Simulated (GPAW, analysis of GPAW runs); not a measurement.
**Hyperfine coupling of the F centre in LiF (PBE) (GPAW)**

Aim: the hyperfine coupling of the F centre in LiF, to be set beside the measurement. Set-up: PBE, plane waves 500 eV, 32-site cell, PBE lattice, k: 2x2x2 shifted, SCF cut short. The model is a cell of 32 host atoms with 1 F taken out. The isotropic coupling follows from the spin density at the nucleus, the nuclear g-factor and the total spin.

**The experiment.** 7Li, shell I: 39.06 MHz, by ENDOR (quoted in “F center in LiF: A quantum mechanical ab initio investigation of the hyperfine interaction between the unpaired electron at the vacancy and its first seven neighbors”, 2001, G. Mallia et al., quoting earlier work (1968)). 19F, shell II: 105.9 MHz, by ENDOR (quoted in “F center in LiF: A quantum mechanical ab initio investigation of the hyperfine interaction between the unpaired electron at the vacancy and its first seven neighbors”, 2001, G. Mallia et al., quoting earlier work (1968)). 7Li, shell III: 0.5 MHz, by ENDOR (quoted in “F center in LiF: A quantum mechanical ab initio investigation of the hyperfine interaction between the unpaired electron at the vacancy and its first seven neighbors”, 2001, G. Mallia et al., quoting earlier work (1968)). 19F, shell IV: 0.48 MHz, by ENDOR (quoted in “F center in LiF: A quantum mechanical ab initio investigation of the hyperfine interaction between the unpaired electron at the vacancy and its first seven neighbors”, 2001, G. Mallia et al., quoting earlier work (1968)).

Method: GPAW plane-wave PAW DFT, PBE; relaxation of all atoms of a defect supercell, in GPAW 26.7.0.

### Step 1. The structure

The cell holds 31 atoms: 16 Li and 15 F. Cell: a = 7.077 Å, b = 7.077 Å, c = 7.077 Å, α = 109.5°, β = 109.5°, γ = 109.5°. It derives from LiF (space group Fm-3m). Nearest the centre at fractional (0.500, 0.500, 0.500): Li7 at 2.04 Å, Li6 at 2.04 Å, Li10 at 2.04 Å, Li12 at 2.04 Å, Li16 at 2.04 Å, Li15 at 2.04 Å, F18 at 2.89 Å, F22 at 2.89 Å.

The host's primitive cell comes from a first run (GPAW plane-wave PAW DFT, PBE; relaxation of cell and atoms of a defect-free cell): vectors of 2.889, 2.889 and 2.889 Å. That is 8.53 Å³ an atom, 4.4 % over the diffraction cell's volume. The supercell is built on it.

### Step 2. Relaxation, charge 0

Every later number rests on the structure around the defect, so the atoms are relaxed at the host's lattice first.

The input, run.py:

```python
import numpy as np
from ase.io import read, write
from ase.parallel import parprint, world
from gpaw import GPAW, PW
from ase.optimize import BFGS

atoms = read('POSCAR')
magmoms = np.zeros(len(atoms))
magmoms[[6, 5, 9, 11]] = 1 / 4
atoms.set_initial_magnetic_moments(magmoms)
calc = GPAW(mode=PW(500),
            xc='PBE',
            kpts={'size': (2, 2, 2), 'gamma': False},
            occupations={'name': 'fermi-dirac', 'width': 0.01, 'fixmagmom': True},
            nbands=69,
            convergence={'density': 1e-05, 'forces': 0.001},
            maxiter=4,
            symmetry={'point_group': False},
            txt='gpaw.txt')
atoms.calc = calc
opt = BFGS(atoms, trajectory='relax.traj', logfile='-')
done = opt.run(fmax=0.02, steps=80)
parprint('Converged:', done)
energy = atoms.get_potential_energy()
forces = atoms.get_forces()
parprint(f'Energy: {energy:.6f} eV, largest force {np.linalg.norm(forces, axis=1).max():.4f} eV/A')
calc.write('gs.gpw')
write('final.xyz', atoms)
parprint('Moments:', atoms.get_magnetic_moments().round(3))
for s in range(calc.get_number_of_spins()):
    parprint('Levels (eV), spin', s, calc.get_eigenvalues(kpt=0, spin=s)[-16:].round(3))
```

The input, POSCAR:

```
Li F 
 1.0000000000000000
    -4.0860106653931263    4.0860106653931219    4.0860106653931236
     4.0860106653931272   -4.0860106653931219    4.0860106653931236
     4.0860106653931210    4.0860106653931245   -4.0860106653931236
 Li  F  
  16  15
Direct
 -0.0000000000000000  0.0000000000000000  0.0000000000000000
  0.0000000000000002  0.2500000000000001  0.7500000000000001
  0.0000000000000001  0.5000000000000000  0.5000000000000000
  0.0000000000000002  0.7500000000000001  0.2500000000000000
  0.2500000000000002  0.0000000000000000  0.7500000000000001
  0.2500000000000001  0.2500000000000001  0.5000000000000001
  0.2500000000000000  0.5000000000000000  0.2500000000000000
  0.2500000000000001  0.7500000000000001 -0.0000000000000001
  0.5000000000000001  0.0000000000000000  0.5000000000000001
  0.5000000000000001  0.2500000000000001  0.2500000000000001
  0.5000000000000000  0.5000000000000000 -0.0000000000000000
  0.5000000000000001  0.7500000000000001  0.7500000000000000
  0.7500000000000000  0.0000000000000000  0.2500000000000001
  0.7500000000000000  0.2500000000000000  0.0000000000000000
  0.7500000000000000  0.5000000000000000  0.7500000000000000
  0.7500000000000000  0.7500000000000000  0.5000000000000000
 -0.0000000006599498 -0.0000000006599496  0.4999999993400504
 -0.0000000006599497  0.2499999993400504  0.2499999993400504
 -0.0000000006599498  0.4999999993400503 -0.0000000006599496
 -0.0000000006599499  0.7499999993400503  0.7499999993400503
  0.2499999993400502 -0.0000000006599496  0.2499999993400504
  0.2499999993400501  0.2499999993400504 -0.0000000006599497
  0.2499999993400502  0.4999999993400503  0.7499999993400505
  0.2499999993400502  0.7499999993400503  0.4999999993400503
  0.4999999993400501 -0.0000000006599496 -0.0000000006599496
  0.4999999993400502  0.2499999993400504  0.7499999993400505
  0.4999999993400502  0.7499999993400503  0.2499999993400504
  0.7499999993400501 -0.0000000006599496  0.7499999993400505
  0.7499999993400501  0.2499999993400504  0.4999999993400504
  0.7499999993400501  0.4999999993400505  0.2499999993400504
  0.7499999993400502  0.7499999993400505 -0.0000000006599496
```

Command:

```bash
> OMP_NUM_THREADS=1 mpirun -n 4 gpaw python run.py > stdout
```

Output:

```text
__  _  _
 | _ |_)|_||  |
 |__||  | ||/\| - 26.7.0

Input parameters:
  mode=PW(ecut=500.0),
  convergence={'density': 1e-05, 'forces': 0.001},
  kpts=MonkhorstPack(size=(2, 2, 2), gamma=False),
  maxiter=4,
  nbands=69,
  occupations=Occupations(name='fermi-dirac', width=0.01, fixmagmom=True),
  symmetry=Symmetry(point_group=False),
  xc=XC(name='PBE')

Diagonalizing LCAO Hamiltonian
Converting LCAO to pw mode

             F
         Li   F     Li

           LiLi F F  Li
         F    Li Li      Li
             F  LiLi F F
                 F    Li
              F     Li   F
             Li   F  LiLi   F
                   F     Li

Atoms  # Å, Bohr magnetons
|    | symbol |         x |         y |         z |    initial magnetic moments |
|----|--------|-----------|-----------|-----------|-----------------------------|
|  0 |     Li |  0.000000 |  0.000000 |  0.000000 | ( 0.0000,  0.0000,  0.0000) |
|  1 |     Li |  4.086011 |  2.043005 | -2.043005 | ( 0.0000,  0.0000,  0.0000) |
|  2 |     Li |  4.086011 |  0.000000 |  0.000000 | ( 0.0000,  0.0000,  0.0000) |
[...]
| 14 |     Li |  2.043005 |  4.086011 |  2.043005 | ( 0.0000,  0.0000,  0.0000) |
| 15 |     Li |  2.043005 |  2.043005 |  4.086011 | ( 0.0000,  0.0000,  0.0000) |
| 16 |      F |  2.043005 |  2.043005 | -2.043005 | ( 0.0000,  0.0000,  0.0000) |
| 17 |      F |  2.043005 | -0.000000 | -0.000000 | ( 0.0000,  0.0000,  0.0000) |
| 18 |      F |  2.043005 | -2.043005 |  2.043005 | ( 0.0000,  0.0000,  0.0000) |
[...]
| 29 |      F | -0.000000 |  2.043005 |  4.086011 | ( 0.0000,  0.0000,  0.0000) |
| 30 |      F | -0.000000 | -0.000000 |  6.129016 | ( 0.0000,  0.0000,  0.0000) |

Unit cell  # Å
| periodic |         x |         y |         z |  lengths |     angles |
|----------|-----------|-----------|-----------|----------|------------|
|      yes | -4.086011 |  4.086011 |  4.086011 | 7.077178 | 109.471221 |
|      yes |  4.086011 | -4.086011 |  4.086011 | 7.077178 | 109.471221 |
|      yes |  4.086011 |  4.086011 | -4.086011 | 7.077178 | 109.471221 |

Number of symmetries: 1
Symmetry operations  # r_c * U_cc + t_c -> r_c
|   | kind |            matrix            |
|---|------|------------------------------|
| 0 |  E   |  1, 0, 0,  0, 1, 0,  0, 0, 1 |

BZ-sampling:
  Number of BZ points: 8
  Number of IBZ points: 4

  Monkhorst-Pack size: [2, 2, 2]
  Monkhorst-Pack shift: [0, 0, 0]

K-points  # in reciprocal-cell coordinates
|   |                                coordinates |     weight |
|---|--------------------------------------------|------------|
| 0 | (  0.25000000,  -0.25000000,  -0.25000000) | 0.25000000 |
| 1 | (  0.25000000,  -0.25000000,   0.25000000) | 0.25000000 |
| 2 | (  0.25000000,   0.25000000,  -0.25000000) | 0.25000000 |
| 3 | (  0.25000000,   0.25000000,   0.25000000) | 0.25000000 |

Plane wave coefficients: 6927
Cutoff: 500.0 eV

Spin-components: 2 (collinear spins)
Bands:           69
Projectors:      123
Spin-degeneracy: 1
Datatype:        complex128

Density:
  Valence electrons: 121.0
  Components: 2
  Grid points: [40 40 40]
  Charge: 0.0  # |e|

Potential:
  Grid points: [40 40 40]

species:
  Li:
    name:    Lithium
    Z:       3.0
    valence: 1
    core:    2
    charge:  0.0  # [|e|]
    compensation charges:
      type: gauss
      rc: 0.33  # [Å]
      lmax: 2
    cutoffs:
      filter: 1.91  # [Å]
      core: 2.55  # [Å]
    projectors
    | kind |    occ | energy [eV] | rcut [Å] |
    |------|--------|-------------|----------|
    |   2s |  1.000 |      -2.874 |    1.058 |
    |   2p |  0.000 |      -1.090 |    1.058 |
    |    s |        |      24.337 |    1.058 |

    Using partial waves for Li as LCAO basis

  F:
    name:    Fluorine
    Z:       9.0
    valence: 7
    core:    2
    charge:  0.0  # [|e|]
    compensation charges:
      type: gauss
      rc: 0.20  # [Å]
      lmax: 2
    cutoffs:
      filter: 1.14  # [Å]
      core: 0.74  # [Å]
    projectors
    | kind |    occ | energy [eV] | rcut [Å] |
    |------|--------|-------------|----------|
    |   2s |  2.000 |     -29.898 |    0.635 |
    |   2p |  5.000 |     -11.110 |    0.635 |
    |    s |        |      -2.687 |    0.635 |
    |    p |        |      16.102 |    0.635 |
    |    d |        |       0.000 |    0.635 |

    Using partial waves for F as LCAO basis

Reference energy: -43955.816902  # eV

eigensolver:
  PPCG
  Converge bands: occupied
  niter=2

density mixing:
  MSR1-Mixer
  Pratt-step length: 0.05
  Maximum mixing coefficient: 0.75
  Old densities: 10
  SVD Regularization: 0.005
  Good broyden scale: 1.0
  Trust region scale: 1.0
  Backstep threshold: 4.0
  History deletion threshold: 6.0
  Fourier metric: weight=20.0, sigma=0.015

occupation numbers:
  Fixed magnetic moment: 1.000
  Fermi-Dirac:
    width: 0.0100  # eV

poisson solver:
  ecut: 4000.0  # eV

xc functional:
  name: PBE with 2 nearest neighbor stencil

Initialization done in: 8.933 s

convergence criteria:
- Maximum integral of absolute [dens]ity change: 1e-05 electrons / valence electron
- Maximum change in the atomic [forces] across last 2 cycles: 0.001 eV/Ang OR
Maximum error relative to the maximum force is below inf
- Maximum [total energy] change in last 3 cyles: 0.0005 eV / valence electron
- Maximum integral of absolute [eigenst]ate change: 4e-08 eV^2 / valence electron
maximum number of iterations: 4

SCF iterations
|iter     | |      energy | eigst |  dens |force |  magmom |
|---------|-|-------------|-------|-------|------|---------|
|iter:   1| | -144.365171 | -0.56 |       |      |  +0.9171|
|iter:   2| | -143.708062 | -1.93 | -1.03 |      |  +0.9212|
|iter:   3| | -142.065779 | -1.01 | -1.08 |      |  +0.9579|
|iter:   4| | -142.244959 | -2.36 | -1.42 |      |  +0.9820|
```

Wall time 31 s (4 MPI ranks of Intel Xeon Platinum 8375C at 2.90GHz (Ice Lake), shared host); peak memory 1.6 GiB.

No converged result was reached; the numbers in the log don't describe the system.

### Step 3. Outcome

The hyperfine coupling was not obtained, because the step “relaxation, charge 0” did not converge; the cause lies in the set-up: too few SCF iterations.

[Logs are printed without paths, hosts, clocks, repeated set-up lines and the standing remarks that a program may print on its own settings, such as how far it seeks lower states.]

[Hosts, paths, dates, database ids (printed as entryN), source tags and the programs' standing remarks are cut or masked in the printed files.]

[For some hosts the program warned that the k-mesh of the response run may be too coarse for force constants and the static dielectric constant; such warnings are not shown here.]
